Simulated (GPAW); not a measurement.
# The basis that the transmission of a B chain with one O atom in line needs

Wanted: the zero-bias transmission of a B chain with one O atom in line on a ladder of levels, with run times.

Main program and level: GPAW 26.7.0; GPAW LCAO, PAW setups; Landauer transmission from Green's functions with principal layers (ASE), zero bias.

Report form: the programs' logs are mostly left out.

## 1. Set-up

The cell holds 13 atoms: 12 B and 1 O. Its edges and angles: a = 9.000 Å, b = 9.000 Å, c = 19.568 Å, α = 90.0°, β = 90.0°, γ = 90.0°. Regions: left lead, 6 atoms (6 B); channel, 1 atom (1 O); right lead, 6 atoms (6 B). Vacuum lies along a and b. The structure is stacked along c, and the current runs across the ab planes.

## 2. Double-zeta polarised basis

The script solves lead and junction separately, takes H and S in the orbital basis, and joins semi-infinite leads through their self-energies; the dzp basis is the working standard.

Input file run.py:

```python
import json
import numpy as np
from ase import Atoms
from ase.transport.calculators import TransportCalculator
from gpaw import GPAW, FermiDirac
from gpaw.lcao.tools import get_lcao_hamiltonian
from scipy.linalg import eigh

# The junction with lead layers at both ends, along the third cell vector
device = Atoms(
    ['B', 'B', 'B', 'B', 'B', 'B', 'O', 'B', 'B', 'B', 'B', 'B', 'B'],
    positions=[
        [4.50000, 4.50000, 0.77500],
        [4.50000, 4.50000, 2.32500],
        [4.50000, 4.50000, 3.87500],
        [4.50000, 4.50000, 5.42500],
        [4.50000, 4.50000, 6.97500],
        [4.50000, 4.50000, 8.52500],
        [4.50000, 4.50000, 9.78400],
        [4.50000, 4.50000, 11.04300],
        [4.50000, 4.50000, 12.59300],
        [4.50000, 4.50000, 14.14300],
        [4.50000, 4.50000, 15.69300],
        [4.50000, 4.50000, 17.24300],
        [4.50000, 4.50000, 18.79300]],
    cell=[[9.0, 0.0, 0.0], [0.0, 9.0, 0.0], [0.0, 0.0, 19.568]],
    pbc=True)

# One principal layer of the lead: the first 4 atoms of the device
lead = Atoms(
    ['B', 'B', 'B', 'B'],
    positions=[
        [4.50000, 4.50000, 0.77500],
        [4.50000, 4.50000, 2.32500],
        [4.50000, 4.50000, 3.87500],
        [4.50000, 4.50000, 5.42500]],
    cell=[[9.0, 0.0, 0.0], [0.0, 9.0, 0.0], [0.0, 0.0, 6.2]],
    pbc=True)

settings = dict(mode='lcao', basis='dzp', xc='PBE', h=0.18,
                occupations=FermiDirac(0.1), maxiter=250,
                mixer=dict(beta=0.1, nmaxold=8, weight=100.0),
                convergence=dict(density=0.0001))
energies = np.arange(-2, 2 + 1e-9, 0.05)
eta = 0.0001
n1, n2 = 1, 1
# k and -k transmit alike, so half of the mesh across the current serves
mesh = [(i, j) for i in range(n1) for j in range(n2) if (i, j) <= (-i % n1, -j % n2)]
weights = np.array([1 if (i, j) == (-i % n1, -j % n2) else 2 for i, j in mesh]) / (n1 * n2)

# [... helper functions left out ...]
fermi_lead = ground_state(lead, (1, 1, 18), 'lead.txt')
fermi_device = ground_state(device, (1, 1, 4), 'device.txt')
# [... loop over the mesh left out, but for ...]
        # Shift the lead onto the potential of the device's first layer
        shift = ((H[:, 0, 0] - H0[:, 0, 0]) / S0[0, 0]).real.mean()
# [...]
kT = 8.617333e-5 * 300
bias = [0.1, 0.2, 0.5, 1.0, 1.5, 2.0]
# [... integrals and printing left out ...]
```

Started as:

```sh
$ OMP_NUM_THREADS=1 OPENBLAS_NUM_THREADS=1 python run.py
```

Run time: 68 s. Hardware: 1 thread of Arm Neoverse N1, shared host; peak memory 0.93 GiB.

This step gave:

| Item | Value |
| --- | --- |
| conductance | 1.751 G₀ |
| thermopower | 1.672 μV/K |
| largest coupling past the next principal layer | 9.71e-5 eV |
| largest misfit of the first principal layer | 0.1100 eV |
| shift that aligns the lead | 0.02970 eV |
| basis functions of the junction | 169 |
| basis functions of a principal layer | 52 |
| transmission at the Fermi level (one spin) | 1.753 |
| open channels of the lead at the Fermi level (one spin) | 2 |

One spin. The transmission, zone mean by energy, zero at the Fermi level:

```csv
energy (eV),"transmission, zone mean"
-2.000,1.3e-12
-1.800,1.2e-12
-1.600,1.2e-12
-1.400,1.1e-12
-1.200,4.8e-12
-1.000,5.0e-9
-0.850,1.78
-0.800,1.54
-0.600,1.54
-0.400,1.74
-0.200,1.80
0.000,1.75
0.200,1.65
0.400,1.52
0.600,1.41
0.800,1.33
1.000,1.28
1.200,1.25
1.400,1.24
1.600,1.24
1.800,1.23
2.000,1.23
```

Crossings of the lead's bands, unfolded to its shortest repeat. Open channels, zone mean against energy, zero at the Fermi level:

```csv
energy (eV),"open channels, zone mean"
-2.00,0
-1.90,0
-1.80,0
-1.70,0
-1.55,0
-1.45,0
-1.35,0
-1.25,0
-1.15,0
-1.05,0
-0.90,2
-0.80,2
-0.70,2
-0.60,2
-0.50,2
-0.40,2
-0.25,2
-0.15,2
-0.05,2
0.00,2
0.05,2
0.15,2
0.25,2
0.40,2
0.50,2
0.60,2
0.70,2
0.80,2
0.90,2
1.05,2
1.15,2
1.25,2
1.35,2
1.45,2
1.55,2
1.70,2
1.80,2
1.90,2
2.00,2
```

Not self-consistent under bias; the bias window is split evenly. Table of current through one cell, from the zero-bias transmission by bias:

```csv
bias (V),"current through one cell, from the zero-bias transmission (μA)"
0.100,13.6
0.200,27.1
0.500,67.2
1.000,131
1.500,188
2.000,230
```

The transmission of the three most open eigenchannels by energy, zero at the Fermi level:

```csv
energy (eV),channel 1,channel 2,channel 3
-1.000,2.5e-9,2.5e-9,0
-0.800,0.770,0.770,0
-0.600,0.772,0.772,0
-0.400,0.867,0.867,0
-0.200,0.898,0.898,0
0.000,0.876,0.876,0
0.200,0.823,0.823,0
0.400,0.760,0.760,0
0.600,0.705,0.705,0
0.800,0.665,0.665,0
1.000,0.640,0.640,0
1.200,0.626,0.626,0
1.400,0.620,0.620,0
1.600,0.618,0.618,0
1.800,0.616,0.616,0
2.000,0.615,0.615,0
```

Couplings past the next layer reach 9.7e-5 eV, small enough to drop; the matrix elements of the cell's first layer differ from the bulk lead's by up to 0.11 eV. That layer keeps its own values in the calculation, and only beyond it is the lead taken as perfect. The Fermi levels of lead and junction count from different zeros of potential, one for each periodic cell; with both set to zero, the small remaining shift is what aligns them. By hand: G = 1.751 × 77.48 μS = 136 μS, a resistance of 7.37 kΩ; at 0.1 V a linear junction would pass 13.6 μA, and the integral over the bias window gives 13.6 μA. Mott's formula, S = -(π²/3)(k_B²T/e) d ln T/dE, has the prefactor 7.33 μV/K·eV at 300 K; T = 1.771 at -0.05 eV and 1.731 at 0.05 eV give a slope of -0.232 per eV and S = 1.70 μV/K, beside 1.67 μV/K from the thermal integral, which interpolates the same grid.

## 3. GPAW, szp: basis = "szp(dzp)"

The second zeta is dropped, the polarisation orbitals stay.

run.py, as its differences from that of step 2:

```diff
@@ -39,3 +39,3 @@
 
-settings = dict(mode='lcao', basis='dzp', xc='PBE', h=0.18,
+settings = dict(mode='lcao', basis='szp(dzp)', xc='PBE', h=0.18,
                 occupations=FermiDirac(0.1), maxiter=250,
```

Elapsed: 60 s, on 1 thread; peak memory 0.91 GiB.

This step gave:

```
conductance                                    : 1.782 G₀
thermopower                                    : 1.854 μV/K
largest coupling past the next principal layer : 9.76e-5 eV
largest misfit of the first principal layer    : 0.09915 eV
shift that aligns the lead                     : 0.03085 eV
basis functions of the junction                : 117
basis functions of a principal layer           : 36
transmission at the Fermi level (one spin)     : 1.785
```

One spin. Table of transmission, zone mean by energy, zero at the Fermi level:

energy (eV), transmission, zone mean and a bar:
```
    -2.00       0.00 
    -1.85       0.00 
    -1.70       0.00 
    -1.60       0.00 
    -1.45       0.00 
    -1.30       0.00 
    -1.15       0.00 
    -1.05       0.00 
    -0.90       0.00 
    -0.75       1.96 ##############################
    -0.60       1.54 ########################
    -0.50       1.65 #########################
    -0.35       1.79 ###########################
    -0.20       1.83 ############################
    -0.05       1.81 ############################
     0.00       1.78 ###########################
     0.05       1.76 ###########################
     0.20       1.67 ##########################
     0.35       1.57 ########################
     0.50       1.48 #######################
     0.60       1.44 ######################
     0.75       1.38 #####################
     0.90       1.34 #####################
     1.05       1.32 ####################
     1.15       1.31 ####################
     1.30       1.30 ####################
     1.45       1.30 ####################
     1.60       1.29 ####################
     1.70       1.29 ####################
     1.85       1.29 ####################
     2.00       1.29 ####################
```

Crossings of the lead's bands, unfolded to its shortest repeat. Open channels, zone mean against energy, zero at the Fermi level:

```csv
energy (eV),"open channels, zone mean"
-2.00,0
-1.85,0
-1.70,0
-1.60,0
-1.45,0
-1.30,0
-1.15,0
-1.05,0
-0.90,0
-0.75,2
-0.60,2
-0.50,2
-0.35,2
-0.20,2
-0.05,2
0.00,2
0.05,2
0.20,2
0.35,2
0.50,2
0.60,2
0.75,2
0.90,2
1.05,2
1.15,2
1.30,2
1.45,2
1.60,2
1.70,2
1.85,2
2.00,2
```

Not self-consistent under bias; the bias window is split evenly. Table of current through one cell, from the zero-bias transmission by bias:

```csv
bias (V),"current through one cell, from the zero-bias transmission (μA)"
0.100,13.8
0.200,27.6
0.500,68.4
1.000,133
1.500,190
2.000,219
```

The transmission of the three most open eigenchannels by energy, zero at the Fermi level:

```csv
energy (eV),channel 1 = channel 2,channel 3
-2.00,0,0
-1.85,0,0
-1.70,0,0
-1.60,0,0
-1.45,0,0
-1.30,0,0
-1.15,0,0
-1.05,2.1e-12,0
-0.90,5.9e-10,0
-0.75,0.979,0
-0.60,0.771,0
-0.50,0.826,0
-0.35,0.897,0
-0.20,0.917,0
-0.05,0.903,0
0.00,0.892,0
0.05,0.880,0
0.20,0.834,0
0.35,0.785,0
0.50,0.742,0
0.60,0.718,0
0.75,0.691,0
0.90,0.672,0
1.05,0.661,0
1.15,0.656,0
1.30,0.651,0
1.45,0.649,0
1.60,0.647,0
1.70,0.646,0
1.85,0.645,0
2.00,0.644,0
```

The conductance, 1.78 G₀, lies 1.8 % above that of the dzp run.

## 4. GPAW, sz: basis = "sz(dzp)"

The minimal basis is the cheapest rung: no second zeta and no polarisation.

run.py, as its differences from that of step 3:

```diff
@@ -39,3 +39,3 @@
 
-settings = dict(mode='lcao', basis='szp(dzp)', xc='PBE', h=0.18,
+settings = dict(mode='lcao', basis='sz(dzp)', xc='PBE', h=0.18,
                 occupations=FermiDirac(0.1), maxiter=250,
```

Elapsed: 36 s, on 1 thread; peak memory 0.82 GiB.

This step gave:

- conductance: 1.831 G₀
- thermopower: 1.563 μV/K
- largest coupling past the next principal layer: 9.79e-5 eV
- largest misfit of the first principal layer: 0.09921 eV
- shift that aligns the lead: 0.03245 eV
- basis functions of the junction: 52
- basis functions of a principal layer: 16
- transmission at the Fermi level (one spin): 1.833

One spin. Table of transmission, zone mean by energy, zero at the Fermi level:

energy (eV), transmission, zone mean and a bar:
```
   -2.000       0.00 
   -1.800       0.00 
   -1.600       0.00 
   -1.400       0.00 
   -1.200       0.00 
   -1.000       0.00 
   -0.800       0.00 
   -0.750       1.86 ##############################
   -0.600       1.64 ##########################
   -0.400       1.82 #############################
   -0.200       1.88 ##############################
    0.000       1.83 #############################
    0.200       1.73 ############################
    0.400       1.62 ##########################
    0.600       1.52 ########################
    0.800       1.46 #######################
    1.000       1.42 #######################
    1.200       1.40 ######################
    1.400       1.40 ######################
    1.600       1.39 ######################
    1.800       1.39 ######################
    2.000       1.39 ######################
```

The conductance, 1.83 G₀, lies 4.6 % above that of the dzp run.

## 5. revPBE in the dzp basis: xc = "revPBE"

Back in the dzp basis, the functional changes from PBE to revPBE, to set the spread between functionals beside that between bases.

run.py, as its differences from that of step 4:

```diff
@@ -39,3 +39,3 @@
 
-settings = dict(mode='lcao', basis='sz(dzp)', xc='PBE', h=0.18,
+settings = dict(mode='lcao', basis='dzp', xc='revPBE', h=0.18,
                 occupations=FermiDirac(0.1), maxiter=250,
```

It took 69 s on 1 thread; peak memory 0.93 GiB.

Numbers from this step:

| Property | Result |
| --- | --- |
| conductance | 1.743 G₀ |
| thermopower | 1.731 μV/K |
| largest coupling past the next principal layer | 9.72e-5 eV |
| largest misfit of the first principal layer | 0.1115 eV |
| shift that aligns the lead | 0.03047 eV |
| basis functions of the junction | 169 |
| basis functions of a principal layer | 52 |
| transmission at the Fermi level (one spin) | 1.746 |

The conductance, 1.74 G₀, lies 0.4 % below that of the dzp run.

## 6. All levels side by side

Times are for 1 thread of Arm Neoverse N1, shared host. The runs compared:

```csv
no.,run,conductance (G₀),time,memory (GiB)
1,dzp,1.751,68 s,0.93
2,szp,1.782,60 s,0.91
3,sz,1.831,36 s,0.82
4,dzp revPBE,1.743,69 s,0.93
```

## 7. Comparison

The curves are compared point by point over the common energies.

This step: comparison of transmission and cost over codes and levels (GPAW 26.7.0).

Ladder, by row:

```csv
step,code,T at the Fermi level (sum over the listed spins),conductance (G0),r.m.s. T(E) from the first,wall time (s),peak memory (GiB),threads
dzp,GPAW,1.753,1.751,0,67.95,0.93,1
szp,GPAW,1.785,1.782,0.2877,60.03,0.91,1
sz,GPAW,1.833,1.831,0.3014,35.84,0.82,1
dzp-revPBE,GPAW,1.746,1.743,0.0202,68.54,0.93,1
```

Transmission, zone mean, sum over the listed spins against energy, zero at the Fermi level:

```csv
energy (eV),dzp,szp,sz,dzp-revPBE
-2.000,1.3e-12,0,0,1.3e-12
-1.800,1.2e-12,0,0,1.2e-12
-1.600,1.2e-12,0,0,1.2e-12
-1.400,1.1e-12,0,0,1.1e-12
-1.200,4.8e-12,1.1e-13,2.3e-13,4.9e-12
-1.000,5.0e-9,2.0e-11,5.7e-11,5.5e-9
-0.850,1.78,3.1e-8,5.1e-7,1.77
-0.800,1.54,0.00217,0.00187,1.53
-0.750,1.46,1.96,1.86,1.45
-0.600,1.54,1.54,1.64,1.54
-0.400,1.74,1.76,1.82,1.73
-0.200,1.80,1.83,1.88,1.79
0.000,1.75,1.78,1.83,1.75
0.200,1.65,1.67,1.73,1.64
0.400,1.52,1.54,1.62,1.51
0.600,1.41,1.44,1.52,1.40
0.800,1.33,1.37,1.46,1.31
1.000,1.28,1.33,1.42,1.26
1.200,1.25,1.31,1.40,1.24
1.400,1.24,1.30,1.40,1.22
1.600,1.24,1.29,1.39,1.22
1.800,1.23,1.29,1.39,1.22
2.000,1.23,1.29,1.39,1.21
```

## 8. Functional LDA: xc = "LDA"

The functional moves levels against the Fermi level.

This step: GPAW LCAO, PAW setups; Landauer transmission from Green's functions with principal layers (ASE), zero bias (GPAW 26.7.0).

run.py, as its differences from that of step 5:

```diff
@@ -39,3 +39,3 @@
 
-settings = dict(mode='lcao', basis='dzp', xc='revPBE', h=0.18,
+settings = dict(mode='lcao', basis='dzp', xc='LDA', h=0.18,
                 occupations=FermiDirac(0.1), maxiter=250,
```

It took 61 s on 1 thread; peak memory 0.93 GiB.

This step gave:

- conductance: 1.770 G₀
- thermopower: 1.519 μV/K
- largest coupling past the next principal layer: 9.70e-5 eV
- largest misfit of the first principal layer: 0.1062 eV
- shift that aligns the lead: 0.02803 eV
- transmission at the Fermi level (one spin): 1.772

One spin. The transmission, zone mean by energy, zero at the Fermi level:

```csv
energy (eV),"transmission, zone mean"
-2.00,1.4e-12
-1.85,1.3e-12
-1.70,1.3e-12
-1.60,1.2e-12
-1.45,1.2e-12
-1.30,1.5e-12
-1.15,1.4e-11
-1.05,4.0e-10
-0.90,0.713
-0.85,1.81
-0.75,1.49
-0.60,1.57
-0.50,1.67
-0.35,1.78
-0.20,1.81
-0.05,1.79
0.00,1.77
0.05,1.75
0.20,1.67
0.35,1.58
0.50,1.50
0.60,1.45
0.75,1.39
0.90,1.34
1.05,1.31
1.15,1.30
1.30,1.29
1.45,1.28
1.60,1.28
1.70,1.28
1.85,1.28
2.00,1.28
```

Crossings of the lead's bands, unfolded to its shortest repeat. Open channels, zone mean against energy, zero at the Fermi level:

```csv
energy (eV),"open channels, zone mean"
-2.00,0
-1.85,0
-1.70,0
-1.60,0
-1.45,0
-1.30,0
-1.15,0
-1.05,0
-0.90,2
-0.75,2
-0.60,2
-0.50,2
-0.35,2
-0.20,2
-0.05,2
0.00,2
0.05,2
0.20,2
0.35,2
0.50,2
0.60,2
0.75,2
0.90,2
1.05,2
1.15,2
1.30,2
1.45,2
1.60,2
1.70,2
1.85,2
2.00,2
```

Not self-consistent under bias; the bias window is split evenly. The current through one cell, from the zero-bias transmission by bias:

```csv
bias (V),"current through one cell, from the zero-bias transmission (μA)"
0.100,13.7
0.200,27.4
0.500,68.0
1.000,132
1.500,191
2.000,234
```

Table of transmission of the three most open eigenchannels by energy, zero at the Fermi level:

```csv
energy (eV),channel 1,channel 2,channel 3
-2.00,1.4e-12,0,0
-1.85,1.3e-12,0,0
-1.70,1.2e-12,0,0
-1.60,1.2e-12,0,0
-1.45,1.1e-12,0,0
-1.30,1.1e-12,0,0
-1.15,6.7e-12,6.7e-12,1.0e-12
-1.05,2.0e-10,2.0e-10,0
-0.90,0.356,0.356,0
-0.75,0.747,0.747,0
-0.60,0.785,0.785,0
-0.50,0.836,0.836,0
-0.35,0.889,0.889,0
-0.20,0.906,0.906,0
-0.05,0.894,0.894,0
0.00,0.886,0.886,0
0.05,0.876,0.876,0
0.20,0.837,0.837,0
0.35,0.792,0.792,0
0.50,0.749,0.749,0
0.60,0.724,0.724,0
0.75,0.694,0.694,0
0.90,0.672,0.672,0
1.05,0.657,0.657,0
1.15,0.651,0.651,0
1.30,0.645,0.645,0
1.45,0.642,0.642,0
1.60,0.641,0.641,0
1.70,0.640,0.640,0
1.85,0.639,0.639,0
2.00,0.638,0.638,0
```

The conductance, 1.77 G₀, lies 1.1 % above that of the dzp run.

## 9. A second varied run

A last run, with other settings again.

run.py, as its differences from that of step 8:

```diff
@@ -28,15 +28,12 @@
 
-# One principal layer of the lead: the first 4 atoms of the device
+# One principal layer of the lead: the first 1 atoms of the device
 lead = Atoms(
-    ['B', 'B', 'B', 'B'],
+    ['B'],
     positions=[
-        [4.50000, 4.50000, 0.77500],
-        [4.50000, 4.50000, 2.32500],
-        [4.50000, 4.50000, 3.87500],
-        [4.50000, 4.50000, 5.42500]],
-    cell=[[9.0, 0.0, 0.0], [0.0, 9.0, 0.0], [0.0, 0.0, 6.2]],
+        [4.50000, 4.50000, 0.77500]],
+    cell=[[9.0, 0.0, 0.0], [0.0, 9.0, 0.0], [0.0, 0.0, 1.55]],
     pbc=True)
 
-settings = dict(mode='lcao', basis='dzp', xc='LDA', h=0.18,
-                occupations=FermiDirac(0.1), maxiter=250,
+settings = dict(mode='lcao', basis='dzp', xc='PBE', h=0.18,
+                occupations=FermiDirac(0.1), maxiter=100,
                 mixer=dict(beta=0.1, nmaxold=8, weight=100.0),
```

Run time: 54 s. Hardware: 1 thread; peak memory 0.85 GiB.

The run ended with an error.

The program's message: “LinAlgError: The leading minor of order 11 of B is not positive definite. The factorization of B could not be completed and no eigenvalues or eigenvectors were computed.”

The change that led to it: n_lead = 1 and period = 1.55.

## 10. Outcome

| Property | Result |
| --- | --- |
| conductance | 1.75 G₀ |
| transmission at the Fermi level, mean of the spins | 1.75 |
| thermopower | 1.67 μV/K |
| open channels of the lead there | 2 |

**Reading.** In the dzp basis the junction conducts 1.75 G₀ at 300 K, with T = 1.75 a spin at the Fermi level; the sz basis reaches that conductance within 10 %. The scatterer reflects about 12 % of the incoming channels at the Fermi level. At the Fermi level two eigenchannels carry the current (0.88 and 0.88). Measured against the first run (dzp), the nearest curve is that of dzp-revPBE (r.m.s. 0.020) and the farthest that of sz (0.30). Over the compared runs wall time goes from 36 s (sz) to 69 s (dzp-revPBE), on a shared host. The geometry was built from estimated bond lengths and not relaxed, so the numbers describe this model structure. An evenly spaced straight chain is an idealisation: free chains tend to dimerise, zigzag or, where a band edge lies near the Fermi level, turn magnetic. The currents use the zero-bias T(E) throughout, which holds only while the bias is small against the distance to the nearest feature. The energy step is wider than the thermal energy, so the conductance and thermopower rest on interpolation of T(E).

[Logs are printed without paths, hosts, clocks, repeated set-up lines and the standing remarks that a program may print on its own settings, such as how far it seeks lower states.]

[Hosts, paths, dates, database ids (printed as entryN), source tags and the programs' standing remarks are cut or masked in the printed files.]
